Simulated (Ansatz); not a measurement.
# Bands, cutoff and cost in G0W0 for SiC (F-43m)

Wanted: a G0W0 gap for SiC (F-43m) that is converged in bands and cutoff, or an estimate of the limit.

Program: Ansatz 0.2.0. Level of theory: G0W0 on PBE, plane waves, PAW. Results are calculated unless marked as measured.

## Step 1: Starting point

Symmetry: F-43m, No. 216, cubic system. The conventional cell has a = 4.358 Å, b = 4.358 Å, c = 4.358 Å, α = 90.00°, β = 90.00°, γ = 90.00°. Nearest to Si lie 4 C at 1.89 Å. Nearest to C lie 4 Si at 1.89 Å. Farther neighbours are not listed.

As a file:

```cif
data_structure
_symmetry_space_group_name_H-M 'P 1'
_symmetry_Int_Tables_number 1
_cell_length_a 3.0816
_cell_length_b 3.0816
_cell_length_c 3.0816
_cell_angle_alpha 60.000
_cell_angle_beta 60.000
_cell_angle_gamma 60.000
_cell_volume 20.69
loop_
_atom_site_label
_atom_site_type_symbol
_atom_site_fract_x
_atom_site_fract_y
_atom_site_fract_z
_atom_site_occupancy
Si1 Si 0.00000 0.00000 0.00000 1
C2 C 0.25000 0.25000 0.25000 1
```

The cell and positions come from the Crystallography Open Database and are kept as given unless a step says otherwise. The default PAW set here is soft_2. Its files were made with PBE.

## Step 2: 21 empty bands, screening to 60 eV

Now the one-shot GW correction: screening in the RPA, then the self-energy of the levels asked for.

Contents of input.yaml:

```yaml
crystal:
  lattice:
    - [0.0, 2.179, 2.179]
    - [2.179, 0.0, 2.179]
    - [2.179, 2.179, 0.0]
  atoms:
    - { symbol: Si, position: [0.0, 0.0, 0.0] }
    - { symbol: C, position: [0.25, 0.25, 0.25] }
kpoints:
  mp_grid: { grid: [6, 6, 6] }
hamiltonian:
  xc: pbe
scf:
  occupations: { method: fixed }
gw:
  n_empty_bands: 21
  ecut_chi: 60
  qp_bands: [v2, c2]
  qp_kpoints: band_edges
  screening: { model: contour_deformation }
```

Run with:

```bash
ansatz run input.yaml --threads 2 --pin off --max-ram 92160MiB --backend cuda --events-out ev --progress --plain --runs-dir out --devices 1 --max-vram 13GiB  # rebuilt from the run's record
```

Numbers of over 12 decimals in the logs are rounded to 6 here.

What it wrote:

```text
GPUs: using 1 of 1 available (devices: 1).
Engine: ansatz 0.2.0, x86_64-unknown-linux-gnu
Pseudopotentials: kind: paw
Pseudopotential: Si, paw, valence charge 4, recommended cutoff 420 eV (normal), Si.paw.azcp
Pseudopotential: C, paw, valence charge 4, recommended cutoff 420 eV (normal), C.paw.azcp
Functional definition: PBE
  parameter kappa = 0.804
  parameter beta = 0.066725
  exchange = pbe_x(kappa = kappa, mu = beta*pi^2/3)
  correlation = pbe_c(beta = beta)
device memory: the entry about to start is reckoned to put 0.4 GiB on a device that reports 52.8 GiB free (of which the cap on the GPU budget leaves the run 13.0 GiB)
GPU FFT provider: cuFFT
GPU libraries: cuBLAS 13.8.2, cuFFT 12.4.0, cuSOLVER 12.3.4
Crystal: 2 atoms, lattice volume = 20.692 Å³
Basis set: ecut = 420 eV, 411 PW (Γ)
Bands: 8, of which v1, the nominal top of the filled ones, is band 4 counted from 1 (3 counted from 0)
Symmetry: 24 space group operations
Space group: F-43m (ITA 216), of the structure as read, at distance tolerance 2.7e-5 Å
k-points: 16 of 216 (time reversal used)
Non-local potential: Si, projectors of the file, l = 0: 2, l = 1: 2, l = 2: 2
Non-local potential: C, projectors of the file, l = 0: 2, l = 1: 2, l = 2: 1
PAW form: soft (Blöchl's): semilocal exchange-correlation on the pseudo side does not see the compensation charge
PAW one-centre angular grid: Si, 110 points (default); XC on 64 Gauss nodes
PAW one-centre angular grid: C, 110 points (default); XC on 64 Gauss nodes
Initial density: superposition of atomic densities (neutral atoms: chi_scale 0, normalization atom), corrected by the library's trained network
Initial wavefunctions: pseudopotential atomic-orbital guess
GPU buffer pool allocated for 13824 grid points (all kernels)
GPU transforms: local potential and band sums: pruned to the plane-wave sphere, on 24×24×24
Functional: x = pbe(κ = 0.804, μ = 0.219515), c = pbe(β = 0.066725)
SCF iter   1: F=—  HF=-887.146339 eV  |F-HF|=—  |Δ(HF+E_count)|=         —  Δρ=1.78e-3  dr2=5.83e-4  ethr=1.77e-3  ⟨swp⟩=4.1  Hψ=901  notcnv=0  defer=24
preconditioner: auto → none  [insulator: Δε(μ)=1.336 eV  Ē_g=14.039 eV  n_scr=0 (ndim 8)  ℏωp=23.1 eV  f_vac=0.000  ε∞_Penn≈3.7]
SCF iter   2: F=—  HF=-887.146470 eV  |F-HF|=—  |Δ(HF+E_count)|=   1.31e-4  Δρ=6.79e-4  dr2=4.79e-5  ethr=7.29e-6  ⟨swp⟩=2.2  Hψ=346  notcnv=0  defer=27
SCF iter   3: F=—  HF=-887.146491 eV  |F-HF|=—  |Δ(HF+E_count)|=   2.16e-5  Δρ=3.28e-4  dr2=4.56e-6  ethr=5.98e-7  ⟨swp⟩=2.8  Hψ=196  notcnv=0  defer=19
SCF iter   4: F=—  HF=-887.146516 eV  |F-HF|=—  |Δ(HF+E_count)|=   2.43e-5  Δρ=3.42e-5  dr2=1.60e-7  ethr=5.69e-8  ⟨swp⟩=2.2  Hψ=196  notcnv=0  defer=27
iter 5 did not close the SCF: its close was put off for the readings that it lacked (scf_convergence_deferred on its scf_iter line)
SCF iter   5: F=-887.146516 eV  HF=-887.146516 eV  |F-HF|=2.00e-9  |Δ(HF+E_count)|=   1.70e-7  Δρ=3.27e-6  dr2=9.00e-10  ethr=2.00e-9  ⟨swp⟩=2.1  Hψ=189  notcnv=0  defer=29
SCF iter   6: F=-887.146516 eV  HF=-887.146516 eV  |F-HF|=1.10e-11  |Δ(HF+E_count)|=   2.32e-9  Δρ=2.88e-7  dr2=1.11e-11  ethr=1.12e-11  ⟨swp⟩=3.4  Hψ=657  notcnv=0
SCF 1 converged in 6 iterations: F = -887.146516 eV  dr2 = 1.11e-11
  greatest PAW one-centre occupation: 0.644 electrons in one spin orbital (limit 2), on the C atom at site 1 (counted from 0), in its partial waves of l = 0
device memory: the entry about to start is reckoned to put 0.4 GiB on a device that reports 52.8 GiB free (of which the cap on the GPU budget leaves the run 13.0 GiB)
NSCF: frozen V_eff on 16 k-points, pencils in batches of 32, up to order 32
the band table was solved once the SCF had ended and its energy, with any forces and stress, was formed, with the checks that follow a solve (983 applications of the Hamiltonian). They found nothing against the state; the energy, forces and stress were not computed again (output.eigenvalues in the input reference)
device memory: the entry about to start is reckoned to put 0.5 GiB on a device that reports 52.8 GiB free (of which the cap on the GPU budget leaves the run 13.0 GiB)
NSCF: frozen V_eff on 16 k-points, pencils in batches of 32, up to order 120
G₀W₀ screening: q 1/16
[... further progress lines ...]
device memory: the entry about to start is reckoned to put 0.3 GiB on a device that reports 55.5 GiB free (of which the cap on the GPU budget leaves the run 13.0 GiB)
NSCF: frozen V_eff on 1 k-points
device memory: the entry about to start is reckoned to put 0.3 GiB on a device that reports 55.5 GiB free (of which the cap on the GPU budget leaves the run 13.0 GiB)
NSCF: frozen V_eff on 1 k-points
SCF converged after 6 iterations
Free energy (F): -887.146516 eV
Harris-Foulkes:  -887.146516 eV  (|F-HF|=1.10e-11)
Internal energy: -887.146516 eV  (E = F + TS)
E sigma→0 (E₀):  -887.146516 eV
Fermi energy:    9.487149 eV
--- Per-component energies (eV) ---
  E_band       = 28.746810
  E_kinetic    = 135.791717
  E_local      = -104.483889  (includes V_loc(G=0)·N_el)
  E_nonlocal   = 51.834139
  E_hartree    = 32.102573
  E_xc         = -105.505659
  E_vxc        = -109.373697  (∫ρ·V_xc dr)
  E_paw        = -612.101628  (= ΣΔE_a)
  E_vpaw       = -9.226592  (= ΣTr[D̂ρ^β])
  E_aug_tail   = 0.000011  (compensation charges beyond the density's cutoff)
  E_ewald      = -284.783780
  E_smearing   = -0.000000  (= −TS)
  E_closure    = 0.000000  (closes the sum)
  Σ components = -887.146516   (vs F -887.146516, Δ=0.00e0)
--- Band table (eV; the first three rows and the last of 16) ---
  k-point 0: bands = ["-5.9201", "9.4871", "9.4871", "9.4871", "15.6996", "16.7903", "16.7903", "16.7903"]
  k-point 1: bands = ["-5.3807", "7.1151", "9.1573", "9.1573", "15.8186", "17.3075", "17.3075", "17.8290"]
  k-point 2: bands = ["-3.8537", "3.3097", "8.6428", "8.6428", "15.1636", "17.1254", "17.1254", "19.3926"]
  k-point 15: bands = ["-0.7298", "2.1944", "4.9788", "5.1038", "13.4762", "16.5757", "20.3073", "21.6879"]
--- G₀W₀: contour deformation, 6 samples at zero and on the imaginary axis and 2 off it, 216 q-points, 21 empty bands' worth ---
  eigenvalues of the whole cell's RPA ε∞ on this k-mesh (on a slab, of 1 + 4πα/V) = 7.3705, 7.3705, 7.3705; static W/v taken at q = 0 is 0.135677
  bands read: the sum over 25 bands ends inside a degenerate multiplet in 4 slots, whose members it reads at an even weight; the widest, k=0: bands 24 to 26 (counted from 1) at 2/3 each
  gw.qp_kpoints: band_edges: 9 of 16 stored k-points solved, in 1 pass; an edge of the gap read off the rows below is read off those points alone
    valence top: of the k-points left out ik 7 came nearest to being solved in a further pass, in band 4 (counted from 1, as in the quasiparticle table): it holds the edge there only if its correction is more favourable than any solved in that band by at least 1.152 eV; those differ by 0.383 eV
    conduction bottom: of the k-points left out ik 10 came nearest to being solved in a further pass, in band 5 (counted from 1, as in the quasiparticle table): it holds the edge there only if its correction is more favourable than any solved in that band by at least 1.372 eV; those differ by 0.530 eV
    ik  band        ε_KS         Σx   Σc(E_QP)       V_xc       Z   E_QP_lin       E_QP  E_QP is
     0     3      9.4871   -18.3487     2.6975   -15.7263  0.7970     9.5623     9.5623  root
     0     4      9.4871   -18.3487     2.6975   -15.7263  0.7970     9.5623     9.5623  root
     0     5     15.6996    -9.6213    -4.7989   -15.4181  0.7897    16.7082    16.6975  root
     0     6     16.7903    -8.0579    -4.7311   -13.8556  0.8020    17.8679    17.8569  root
     1     3      9.1573   -18.3775     2.7564   -15.6509  0.7957     9.1871     9.1871  root
     1     4      9.1573   -18.3775     2.7564   -15.6509  0.7957     9.1871     9.1871  root
     1     5     15.8186    -8.8265    -4.6640   -14.4819  0.7992    16.8189    16.8100  root
     1     6     17.3075    -7.8659    -4.9019   -13.8664  0.7969    18.4193    18.4061  root
     2     3      8.6428   -18.5322     2.8962   -15.6011  0.7930     8.6079     8.6079  root
     2     4      8.6428   -18.5322     2.8962   -15.6011  0.7930     8.6079     8.6079  root
     2     5     15.1636    -8.9848    -4.4692   -14.4364  0.8060    16.1543    16.1459  root
     2     6     17.1254    -7.0335    -4.8603   -12.9168  0.8000    18.1591    18.1484  root
     3     3      8.4336   -18.6249     2.9633   -15.6036  0.7917     8.3756     8.3756  root
     3     4      8.4336   -18.6249     2.9633   -15.6036  0.7917     8.3756     8.3756  root
     3     5     14.9118    -9.1308    -4.4045   -14.5203  0.8077    15.9049    15.8967  root
     3     6     16.7094    -6.7747    -4.7517   -12.5005  0.8039    17.6921    17.6835  root
     4     3      8.3789   -18.2682     2.9073   -15.2774  0.7920     8.2954     8.2954  root
     4     4      8.3789   -18.2682     2.9073   -15.2774  0.7920     8.2954     8.2954  root
     4     5     15.0246    -7.8035    -4.4420   -13.1156  0.8085    15.9016    15.8948  root
     4     6     16.8168    -8.6043    -4.8869   -14.6377  0.7892    17.9724    17.9632  root
     6     3      6.7120   -18.5374     3.3168   -14.9738  0.7793     6.4644     6.4651  root
     6     4      7.7347   -18.4937     3.0944   -15.2471  0.7877     7.5823     7.5826  root
     6     5     14.3203    -7.1443    -4.3433   -12.3128  0.8114    15.1513    15.1455  root
     6     6     17.3045    -8.2052    -4.8432   -14.1747  0.7943    18.4448    18.4307  root
[...]
9     3      6.8777   -18.4770     3.3192   -14.9027  0.7810     6.6220     6.6226  root
     9     4      6.8777   -18.4770     3.3192   -14.9027  0.7810     6.6220     6.6226  root
     9     5     12.1207    -7.1425    -3.9450   -11.7204  0.8182    12.7562    12.7536  root
     9     6     14.6964    -7.2058    -4.2421   -12.3079  0.8197    15.5620    15.5564  root
    12     3      6.2987   -18.5907     3.4865   -14.7968  0.7755     5.9901     5.9912  root
    12     4      6.2987   -18.5907     3.4865   -14.7968  0.7755     5.9901     5.9912  root
    12     5     10.8405    -7.1389    -3.6625   -11.3461  0.8209    11.3869    11.3852  root
    12     6     13.8070    -7.4324    -4.0764   -12.3162  0.8235    14.6187    14.6143  root
```

Run time: 7.8 s. Hardware: 1 × NVIDIA H100 80GB HBM3 (shared by 6 runs) with 2 threads of AMD EPYC 7R13 (Zen 3), shared host; peak memory 0.98 GiB; 11 s of CPU time.

The column dr2 measures how far the density is from self-consistency, as an energy; F and HF (Harris–Foulkes) agree once it is small.

Numbers from this step:

| Item | Value |
| --- | --- |
| bands summed | 25 |
| RPA ε∞ on this mesh (eigenvalues) | 7.370, 7.370, 7.370 |
| plane waves in the screening matrix | 15 |
| q-points in the mesh | 216 |
| G0W0 gap on the mesh | 1.823 eV |
| k of the valence top | 0, 0, 0 |
| k of the conduction bottom | 0, -0.5, -0.5 |
| starting gap on the mesh | 1.353 eV |
| Z at the valence top | 0.7970 |
| Z at the conduction bottom | 0.8209 |
| least direct G0W0 gap on the computed points | 5.394 eV |

The gap on the mesh goes from 1.35 eV to 1.82 eV, a correction of +0.47 eV. Between the two edge states, bare exchange in place of the xc potential would open the gap by 6.83 eV, and correlation takes back 6.36 eV.

## Step 3: 61 empty bands, screening to 120 eV

Bands and screening cutoff are moved together, since each hides the error of the other.

input.yaml, as its differences from that of step 2:

```diff
@@ -15,4 +15,4 @@
 gw:
-  n_empty_bands: 21
-  ecut_chi: 60
+  n_empty_bands: 61
+  ecut_chi: 120
   qp_bands: [v2, c2]
```

What it wrote:

```text
GPUs: using 1 of 1 available (devices: 1).
[...]
GPU FFT provider: cuFFT
GPU libraries: cuBLAS 13.8.2, cuFFT 12.4.0, cuSOLVER 12.3.4
Crystal: 2 atoms, lattice volume = 20.692 Å³
Basis set: ecut = 420 eV, 411 PW (Γ)
Bands: 8, of which v1, the nominal top of the filled ones, is band 4 counted from 1 (3 counted from 0)
Symmetry: 24 space group operations
[...]
k-points: 16 of 216 (time reversal used)
[...]
GPU buffer pool allocated for 13824 grid points (all kernels)
[...]
SCF iter   1: F=—  HF=-887.146339 eV  |F-HF|=—  |Δ(HF+E_count)|=         —  Δρ=1.78e-3  dr2=5.83e-4  ethr=1.77e-3  ⟨swp⟩=4.1  Hψ=901  notcnv=0  defer=24
[...]
SCF iter   6: F=-887.146516 eV  HF=-887.146516 eV  |F-HF|=1.10e-11  |Δ(HF+E_count)|=   2.32e-9  Δρ=2.88e-7  dr2=1.11e-11  ethr=1.12e-11  ⟨swp⟩=3.4  Hψ=657  notcnv=0
SCF 1 converged in 6 iterations: F = -887.146516 eV  dr2 = 1.11e-11
[...]
NSCF: frozen V_eff on 16 k-points, pencils in batches of 32, up to order 32
[...]
NSCF: frozen V_eff on 16 k-points
G₀W₀ screening: q 1/16
[... further progress lines ...]
[...]
SCF converged after 6 iterations
Free energy (F): -887.146516 eV
[...]
Internal energy: -887.146516 eV  (E = F + TS)
E sigma→0 (E₀):  -887.146516 eV
Fermi energy:    9.487149 eV
[...]
--- Band table (eV; the first three rows and the last of 16) ---
[...]
0     3      9.4871   -18.3487     2.1403   -15.7263  0.7904     9.0035     9.0051  root
     0     4      9.4871   -18.3487     2.1403   -15.7263  0.7904     9.0035     9.0051  root
     0     5     15.6996    -9.6213    -5.1905   -15.4181  0.7824    16.3098    16.3059  root
     0     6     16.7903    -8.0579    -5.1374   -13.8556  0.7976    17.4547    17.4506  root
     1     3      9.1573   -18.3775     2.2155   -15.6509  0.7893     8.6444     8.6462  root
     1     4      9.1573   -18.3775     2.2155   -15.6509  0.7893     8.6444     8.6462  root
     1     5     15.8186    -8.8265    -5.0551   -14.4819  0.7935    16.4221    16.4189  root
     1     6     17.3075    -7.8659    -5.3208   -13.8664  0.7921    17.9917    17.9872  root
[...]
12     3      6.2987   -18.5907     3.0620   -14.7968  0.7706     5.5605     5.5668  root
    12     4      6.2987   -18.5907     3.0620   -14.7968  0.7706     5.5605     5.5668  root
    12     5     10.8405    -7.1389    -3.9404   -11.3461  0.8180    11.1077    11.1073  root
    12     6     13.8070    -7.4324    -4.4274   -12.3162  0.8203    14.2647    14.2634  root
```

Elapsed: 5.8 s, on 1 × NVIDIA H100 80GB HBM3 (shared by 6 runs) with 2 threads; peak memory 0.99 GiB.

Numbers from this step:

* bands summed: 65
* RPA ε∞ on this mesh (eigenvalues): 7.148, 7.148, 7.148
* plane waves in the screening matrix: 59
* q-points in the mesh: 216
* G0W0 gap on the mesh: 2.102 eV
* k of the valence top: 0, 0, 0
* k of the conduction bottom: 0, -0.5, -0.5
* starting gap on the mesh: 1.353 eV
* Z at the valence top: 0.7904
* Z at the conduction bottom: 0.8180
* least direct G0W0 gap on the computed points: 5.541 eV

Against the run with 6×6×6 mesh, 21 empty bands, screening to 60 eV, the gap moves by +0.28 eV.

## Step 4: 132 empty bands, screening to 200 eV

input.yaml, as its differences from that of step 3:

```diff
@@ -15,4 +15,4 @@
 gw:
-  n_empty_bands: 61
-  ecut_chi: 120
+  n_empty_bands: 132
+  ecut_chi: 200.0
   qp_bands: [v2, c2]
```

What it wrote:

```text
GPUs: using 1 of 1 available (devices: 1).
[...]
GPU FFT provider: cuFFT
GPU libraries: cuBLAS 13.8.2, cuFFT 12.4.0, cuSOLVER 12.3.4
Crystal: 2 atoms, lattice volume = 20.692 Å³
Basis set: ecut = 420 eV, 411 PW (Γ)
Bands: 8, of which v1, the nominal top of the filled ones, is band 4 counted from 1 (3 counted from 0)
Symmetry: 24 space group operations
[...]
k-points: 16 of 216 (time reversal used)
[...]
1     6     17.3075    -7.8659    -5.4659   -13.8664  0.7912    17.8449    17.8422  root
[...]
12     3      6.2987   -18.5907     2.8720   -14.7968  0.7692     5.3662     5.3768  root
    12     4      6.2987   -18.5907     2.8720   -14.7968  0.7692     5.3662     5.3768  root
    12     5     10.8405    -7.1389    -4.0541   -11.3461  0.8175    10.9937    10.9936  root
    12     6     13.8070    -7.4324    -4.5487   -12.3162  0.8198    14.1428    14.1421  root
[key lines of the parts left out:]
SCF converged after 6 iterations
Free energy (F): -887.146516 eV
Fermi energy:    9.487149 eV
```

Wall time 6.5 s (1 × NVIDIA H100 80GB HBM3 (shared by 6 runs) with 2 threads); peak memory 1 GiB.

This step gave:

| Item | Value |
| --- | --- |
| bands summed | 136 |
| RPA ε∞ on this mesh (eigenvalues) | 7.140, 7.140, 7.140 |
| plane waves in the screening matrix | 137 |
| G0W0 gap on the mesh | 2.244 eV |
| k of the valence top | 0, 0, 0 |
| k of the conduction bottom | 0, -0.5, -0.5 |
| starting gap on the mesh | 1.353 eV |
| least direct G0W0 gap on the computed points | 5.617 eV |

Against the run with 6×6×6 mesh, 61 empty bands, screening to 120 eV, the gap moves by +0.14 eV.

## Step 5: Changing the k mesh: 4×4×4 mesh, 61 empty bands, screening to 120 eV

Only the mesh changes. It samples the long-range screening, which converges on its own terms. Bands and cutoff differ from the step before, so it is read against an earlier run that matches them.

input.yaml, the sections that differ from step 4:

```yaml
kpoints:
  mp_grid: { grid: [4, 4, 4] }
gw:
  n_empty_bands: 61
  ecut_chi: 120
  qp_bands: [v2, c2]
  qp_kpoints: band_edges
  screening: { model: contour_deformation }
# crystal, hamiltonian, scf: as in step 4
```

What it wrote:

```text
GPUs: using 1 of 1 available (devices: 1).
[...]
GPU FFT provider: cuFFT
GPU libraries: cuBLAS 13.8.2, cuFFT 12.4.0, cuSOLVER 12.3.4
Crystal: 2 atoms, lattice volume = 20.692 Å³
Basis set: ecut = 420 eV, 411 PW (Γ)
Bands: 8, of which v1, the nominal top of the filled ones, is band 4 counted from 1 (3 counted from 0)
Symmetry: 24 space group operations
[...]
k-points: 8 of 64 (time reversal used)
[...]
1     6     17.3990    -7.3770    -5.4398   -13.4445  0.7915    18.0307    18.0268  root
[...]
6     3      6.3336   -18.7484     3.2305   -14.7911  0.7716     5.6007     5.6068  root
     6     4      6.3336   -18.7484     3.2305   -14.7911  0.7716     5.6007     5.6068  root
     6     5     10.8502    -6.9306    -4.1584   -11.3253  0.8162    11.0867    11.0863  root
     6     6     13.8192    -7.2836    -4.5917   -12.2968  0.8188    14.2418    14.2407  root
[key lines of the parts left out:]
SCF converged after 6 iterations
Free energy (F): -887.031268 eV
Fermi energy:    9.537810 eV
```

Wall time 3.9 s (1 × NVIDIA H100 80GB HBM3 (shared by 6 runs) with 2 threads); peak memory 0.98 GiB; 5.5 s of CPU time.

This step gave:

```
bands summed                                 : 65
RPA ε∞ on this mesh (eigenvalues)            : 8.899, 8.899, 8.899
plane waves in the screening matrix          : 59
G0W0 gap on the mesh                         : 2.020 eV
k of the valence top                         : 0, 0, 0
k of the conduction bottom                   : 0, -0.5, -0.5
starting gap on the mesh                     : 1.312 eV
least direct G0W0 gap on the computed points : 5.480 eV
```

Against the run with 6×6×6 mesh, 61 empty bands, screening to 120 eV, the gap moves by −0.08 eV, while the start moved by −0.04 eV.

(Part 1 of 2 ends here.)

[Paths, hosts, dates, memory and timing lines, banners, echoed tables and standing remarks are left out of the program output.]

[Logs are printed without paths, hosts, clocks, repeated set-up lines and the standing remarks that a program may print on its own settings, such as how far it seeks lower states.]

[Runs of the session that timed out or met a known fault of the program may be left out.]

[Cells called generated may have been cut or substituted from an entry of the Crystallography Open Database or the Materials Project.]

[Hosts, paths, dates, database ids (printed as entryN), source tags and the programs' standing remarks are cut or masked in the printed files.]
